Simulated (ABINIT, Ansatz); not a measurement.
# BaTiO3 (P4mm): G0W0 with ABINIT, start to end, part 2 of 2

Aim: the G0W0 gap of BaTiO3 (P4mm) on LDA, step by step.

ABINIT 10.8.3; LDA and many-body steps on it, plane waves. Known limits of the many-body steps: not at the basis limit; no spin-orbit coupling; coarse k mesh.

So far. Step 2 (Ground state): The gap is indirect, with the least direct gap 0.28 eV higher. Step 3 (Empty states on the mesh, 4×4×4 mesh, 83 bands): On this mesh the gap is 1.742 eV.

The database entry behind the starting cell differs from later determinations by our own check (c/a about 0.6 % short), so it need not match the best structure at ambient conditions.

## (4) Screening, 4×4×4 mesh, 77 bands, screening to 119.7 eV

The RPA dielectric matrix is built and inverted for each q.

This step: RPA screening on LDA, plane waves, norm-conserving pseudopotentials.

The input, run.abi:

```
acell 3*1.0 Angstrom
rprim 
  3.999800000000 0.000000000000 0.000000000000
  0.000000000000 3.999800000000 0.000000000000
  0.000000000000 0.000000000000 4.018000000000
ntypat 3
znucl 56 22 8
natom 5
typat 1 2 3 3 3
xred 
  0.000000000000 0.000000000000 0.000000000000
  0.500000000000 0.500000000000 0.490000000000
  0.500000000000 0.500000000000 0.019000000000
  0.500000000000 0.000000000000 0.517000000000
  0.000000000000 0.500000000000 0.517000000000
pp_dirpath "pseudos"
pseudos "Ba.upf, Ti.upf, O.upf"
ecut 38
ngkpt 4 4 4
nshiftk 1
shiftk 0 0 0
kptopt 1
chksymbreak 0
istwfk *1
occopt 1
irdwfk 1
optdriver 3
nband 77
ecuteps 4.4
inclvkb 2
awtr 1
symchi 1
indata_prefix "in"
outdata_prefix "out"
tmpdata_prefix "tmp"
```

Launch:

```console
> OMP_NUM_THREADS=1 mpirun -n 4 abinit run.abi > log
```

Numbers of over 12 decimals in the logs are rounded to 6 here.

Log:

```text
.Version 10.8.3 of ABINIT. v10.8.2 released Aug 2026.

 Symmetries : space group P4 m m (# 99); Bravais tP (primitive tetrag.)
[... echo of the input left out ...]
== DATASET  1 ==================================================================
-   mpi_nproc: 4, omp_nthreads: 1 (-1 if OMP is not activated)

--- !DatasetInfo
iteration_state: {dtset: 1, }
dimensions: {natom: 5, nkpt: 18, mband: 77, nsppol: 1, nspinor: 1, nspden: 1, mpw: 4929, }
cutoff_energies: {ecut:  38.0, pawecutdg:  -1.0, }
electrons: {nelect:   4.00000000E+01, charge:   0.00000000E+00, occopt:   1.00000000E+00, tsmear:   1.00000000E-02, }

 SCREENING: Calculation of the susceptibility and dielectric matrices

 Based on a program developped by R.W. Godby, V. Olevano, G. Onida, and L. Reining.
 Incorporated in ABINIT by V. Olevano, G.-M. Rignanese, and M. Torrent.
.Using double precision arithmetic ; gwpc =  8

[... cell and pseudopotentials left out ...]
--------------------------------------------------------------------------------

 ==== K-mesh for the wavefunctions ====
 Number of points in the irreducible wedge :    18
[... list of points left out ...]
 Together with  8 symmetry operations and time-reversal symmetry
 yields    64 points in the full Brillouin Zone.

 ==== Q-mesh for the screening function ====
 Number of points in the irreducible wedge :    18
[... list of points left out ...]
 Together with  8 symmetry operations and time-reversal symmetry
 yields    64 points in the full Brillouin Zone.

 setmesh: FFT mesh size selected  =    27x   27x   30
          total number of points  =        21870

 vcoul_init : cutoff-mode = AUXILIARY_FUNCTION
 q-points for optical limit:   1
     1)      0.000010    0.000020    0.000030

- screening: taking advantage of time-reversal symmetry
- Maximum band index for partially occupied states nbvw = 20
- Remaining bands to be divided among processors   nbcw = 57
- Number of bands treated by each node ~14

 Number of electrons calculated from density =   40.0000; Expected =   40.0000
 average of density, n =  0.092210
 r_s =    1.3731
 omega_plasma =   29.2917 [eV]

 calculating chi0 at frequencies [eV] :
  1    0.000000E+00    0.000000E+00
  2    0.000000E+00    2.929166E+01

--------------------------------------------------------------------------------
  q-point number  1        q = ( 0.000000, 0.000000, 0.000000) [r.l.u.]
--------------------------------------------------------------------------------
[... chi0 elements left out ...]
 For q-point:  0.000010 0.000020 0.000030
  dielectric constant =   6.3618
  dielectric constant without local fields =   6.9137

  Average fulfillment of the sum rule on Im[epsilon] for q-point    1 :     50.59  [%]
[... wings left out ...]
  q-point number  2        q = ( 0.250000, 0.000000, 0.000000) [r.l.u.]
--------------------------------------------------------------------------------
[... chi0 elements left out ...]
  Average fulfillment of the sum rule on Im[epsilon] for q-point    2 :     67.03  [%]

 [... 16 further q-points ...]
```

Elapsed: 94 s, on 4 MPI ranks of Arm Neoverse V1, shared host; peak memory 1.4 GiB; 6.2 min of CPU time.

Numbers from this step:

```
ε∞ with local fields, on this mesh, along the program's q direction : 6.362
the same without local fields                                       : 6.914
plasma frequency                                                    : 29.29 eV
plane waves in the screening matrix                                 : 179
```

Local fields lower ε∞ by 8 %. On a Γ-centred mesh this coarse the value itself is usually too large, while a short band sum pulls it down.

## (5) Self-energy, 4×4×4 mesh, 77 bands, screening to 119.7 eV

The self-energy is evaluated for the states that the input lists, and the levels follow from it, in one-shot runs by the linearised quasiparticle equation.

This step: G0W0 on LDA, plane waves, norm-conserving pseudopotentials.

run.abi, as its differences from that of step 4:

```diff
@@ -26,8 +26,17 @@
 irdwfk 1
-optdriver 3
+optdriver 4
 nband 77
+gwcalctyp 0
+ecutsigx 38
+symsigma 1
+nkptgw 2
+kptgw 
+  0.5000000000 0.5000000000 0.5000000000
+  0.0000000000 0.0000000000 0.0000000000
+bdgw 
+  18 23
+  19 23
 ecuteps 4.4
-inclvkb 2
-awtr 1
-symchi 1
+irdscr 1
+ppmodel 1
 indata_prefix "in"
```

Log:

```text
.Version 10.8.3 of ABINIT. v10.8.2 released Aug 2026.

 Symmetries : space group P4 m m (# 99); Bravais tP (primitive tetrag.)
[... echo of the input left out ...]
== DATASET  1 ==================================================================
-   mpi_nproc: 4, omp_nthreads: 1 (-1 if OMP is not activated)

--- !DatasetInfo
iteration_state: {dtset: 1, }
dimensions: {natom: 5, nkpt: 18, mband: 77, nsppol: 1, nspinor: 1, nspden: 1, mpw: 4929, }
cutoff_energies: {ecut:  38.0, pawecutdg:  -1.0, }
electrons: {nelect:   4.00000000E+01, charge:   0.00000000E+00, occopt:   1.00000000E+00, tsmear:   1.00000000E-02, }

 SIGMA: Calculation of the GW corrections

 Based on a program developped by R.W. Godby, V. Olevano, G. Onida, and L. Reining.
 Incorporated in ABINIT by V. Olevano, G.-M. Rignanese, and M. Torrent.
.Using double precision arithmetic ; gwpc =  8

[... cell and pseudopotentials left out ...]
--------------------------------------------------------------------------------

 ==== K-mesh for the wavefunctions ====
 Number of points in the irreducible wedge :    18
[... list of points left out ...]
 Together with  8 symmetry operations and time-reversal symmetry
 yields    64 points in the full Brillouin Zone.

 ==== Q-mesh for screening function ====
 Number of points in the irreducible wedge :    18
[... list of points left out ...]
 Together with  8 symmetry operations and time-reversal symmetry
 yields    64 points in the full Brillouin Zone.

 vcoul_init : cutoff-mode = AUXILIARY_FUNCTION
 q-points for optical limit:   1
     1)      0.000010    0.000020    0.000030
 setmesh: FFT mesh size selected  =    45x   45x   45
          total number of points  =        91125

 Number of electrons calculated from density =   40.0000; Expected =   40.0000
 average of density, n =  0.092210
 r_s =    1.3731
 omega_plasma =   29.2917 [eV]

 === KS Band Gaps ===
  >>>> For spin  1
   Minimum direct gap =   2.0230 [eV], located at k-point      :   0.0000  0.0000  0.0000
   Fundamental gap    =   1.7422 [eV], Top of valence bands at :   0.5000  0.5000  0.5000
                                       Bottom of conduction at :   0.0000  0.0000  0.0000
 SIGMA fundamental parameters:
 PLASMON POLE MODEL  1
 number of plane-waves for SigmaX                 4929
 number of plane-waves for SigmaC and W            179
 number of plane-waves for wavefunctions          4929
 number of bands                                    77
 number of independent spin polarizations            1
 number of spinorial components                      1
 number of k-points in IBZ                          18
 number of q-points in IBZ                          18
 number of symmetry operations                       8
 number of k-points in BZ                           64
 number of q-points in BZ                           64
 number of frequencies for dSigma/dE                 9
 frequency step for dSigma/dE [eV]                0.25
 number of omega for Sigma on real axis              0
 max omega for Sigma on real axis  [eV]           0.00
 zcut for avoiding poles [eV]                     0.10

 EPSILON^-1 parameters (SCR file):
 dimension of the eps^-1 matrix on file            179
 dimension of the eps^-1 matrix used               179
 number of plane-waves for wavefunctions          4929
 number of bands                                    77
 number of q-points in IBZ                          18
 number of frequencies                               2
 number of real frequencies                          1
 number of imag frequencies                          1

 matrix elements of self-energy operator (all in [eV])

 Perturbative Calculation

--- !SelfEnergy_ee
iteration_state: {dtset: 1, }
kpoint     : [   0.500,    0.500,    0.500, ]
spin       : 1
KS_gap     :    4.199
QP_gap     :    6.066
Delta_QP_KS:    1.867
data: !SigmaeeData |
     Band     E0 <VxcDFT>   SigX SigC(E0)      Z dSigC/dE  Sig(E)    E-E0       E
       18   6.194 -19.723 -24.888   5.250   0.762  -0.311 -19.658   0.065   6.259
       19   6.194 -19.723 -24.888   5.250   0.762  -0.311 -19.658   0.065   6.259
       20   6.277 -19.742 -24.920   5.282   0.762  -0.312 -19.663   0.079   6.356
       21  10.477 -21.652 -13.147  -5.880   0.741  -0.349 -19.706   1.946  12.422
       22  10.477 -21.651 -13.147  -5.880   0.741  -0.349 -19.706   1.946  12.422
       23  10.477 -21.651 -13.147  -5.880   0.741  -0.349 -19.706   1.946  12.422

--- !SelfEnergy_ee
iteration_state: {dtset: 1, }
kpoint     : [   0.000,    0.000,    0.000, ]
spin       : 1
KS_gap     :    2.023
QP_gap     :    3.728
Delta_QP_KS:    1.705
data: !SigmaeeData |
     Band     E0 <VxcDFT>   SigX SigC(E0)      Z dSigC/dE  Sig(E)    E-E0       E
       19   5.996 -19.835 -24.485   4.764   0.769  -0.301 -19.748   0.087   6.084
       20   5.996 -19.835 -24.485   4.764   0.769  -0.301 -19.748   0.087   6.084
       21   8.019 -18.773 -11.360  -5.115   0.780  -0.282 -16.981   1.792   9.812
       22   8.239 -18.944 -11.874  -4.794   0.779  -0.284 -17.172   1.772  10.011
       23   8.239 -18.944 -11.874  -4.794   0.779  -0.284 -17.172   1.772  10.011

== END DATASET(S) ==============================================================
================================================================================

 -outvars: echo values of variables after computation  --------
           etotal      0.0000000000E+00
            nband          77
             nkpt          18
          spgroup          99
 [... the other variables as echoed above ...]

 Calculation completed.
```

Run time: 12 s. Hardware: 4 MPI ranks; peak memory 1 GiB; 47 s of CPU time.

This step gave:

| Quantity | Value |
| --- | --- |
| G0W0 gap on the points computed | 3.456 eV |
| starting gap on the mesh | 1.742 eV |
| k of the valence top | 0.5, 0.5, 0.5 |
| k of the conduction bottom | 0, 0, 0 |
| Z at the valence top | 0.762 |
| Z at the conduction bottom | 0.78 |
| least direct G0W0 gap on the computed points | 3.728 eV |

The gap on the mesh goes from 1.74 eV to 3.46 eV, a correction of +1.71 eV.

Limits: finite bands, cutoff and mesh; no spin-orbit coupling; coarse k mesh. v1 is the top filled band, c1 the lowest empty one. Levels before and after the correction, in eV, zero at the valence-band top of each column:

```
           conduction bottom  valence top
Kohn-Sham               1.74         0.00
     G0W0               3.46         0.00
```

```
                         level  energy (eV)
Kohn-Sham  (0.5 0.5 0.5) v3-v2       -0.083
Kohn-Sham     (0.5 0.5 0.5) v1        0.000
Kohn-Sham  (0.5 0.5 0.5) c1-c3        4.199
Kohn-Sham              Γ v2-v1       -0.281
Kohn-Sham                 Γ c1        1.742
Kohn-Sham              Γ c2-c3        1.962
     G0W0  (0.5 0.5 0.5) v3-v2       -0.097
     G0W0     (0.5 0.5 0.5) v1        0.000
     G0W0  (0.5 0.5 0.5) c1-c3        6.066
     G0W0              Γ v2-v1       -0.272
     G0W0                 Γ c1        3.456
     G0W0              Γ c2-c3        3.655
```

## (6) Where the time went

Times are wall times on 4 MPI ranks of Arm Neoverse V1, shared host, good to a factor of about two.

```
                    step  time  share  memory (GiB)
            ground state  78 s   32 %          0.38
empty states on the mesh  60 s   25 %          0.39
               screening  94 s   38 %           1.4
             self-energy  12 s    5 %           1.0
```

## (7) Results

* LDA gap: 1.74 eV, indirect
* G0W0 gap on the mesh: 3.46 eV
* GW settings: 4×4×4 mesh, 77 bands, screening to 119.7 eV, Godby-Needs plasmon pole
* known limits: not at the basis limit; no spin-orbit coupling; coarse k mesh

**Reading.** G0W0 moves the gap on the mesh from 1.74 eV to 3.46 eV (+1.71 eV), with Z of 0.76 and 0.78 at the edges. Local fields lower the RPA ε∞ on this mesh from 6.91 to 6.36; a Γ-centred mesh this coarse tends to raise both, most where the direct gap is narrow, while a short band sum lowers them. Only 2 of the mesh's irreducible points were corrected, so a valley elsewhere could overtake. Bands and cutoff are finite, so the gap is not at the basis limit. The miss can reach some tenths of an eV and take either sign; the mesh is an error of its own. In the G0W0 run levels were corrected at 2 k points alone, so a gap called «on the mesh» is the least over those, and an edge elsewhere would be missed. The 4×4×4 mesh is coarse for this cell, which bears on the long-range parts of exchange and screening. The many-body steps are scalar-relativistic: spin-orbit coupling is not in them.

[Paths, hosts, dates, memory and timing lines, banners, echoed tables and standing remarks are left out of the program output.]

[Logs are printed without paths, hosts, clocks, repeated set-up lines and the standing remarks that a program may print on its own settings, such as how far it seeks lower states.]

[Runs of the session that timed out or met a known fault of the program may be left out.]

[Hosts, paths, dates, database ids (printed as entryN), source tags and the programs' standing remarks are cut or masked in the printed files.]

[G0W0 gaps are taken among the corrected bands and points alone; a level outside them can change the order at an edge.]

[Where Ansatz stands beside ABINIT at settings called matched, ABINIT's density can come from a denser mesh and the files from another edition; pairs whose starting gaps differed by over 0.03 eV were left out, so agreement reads better than it is.]
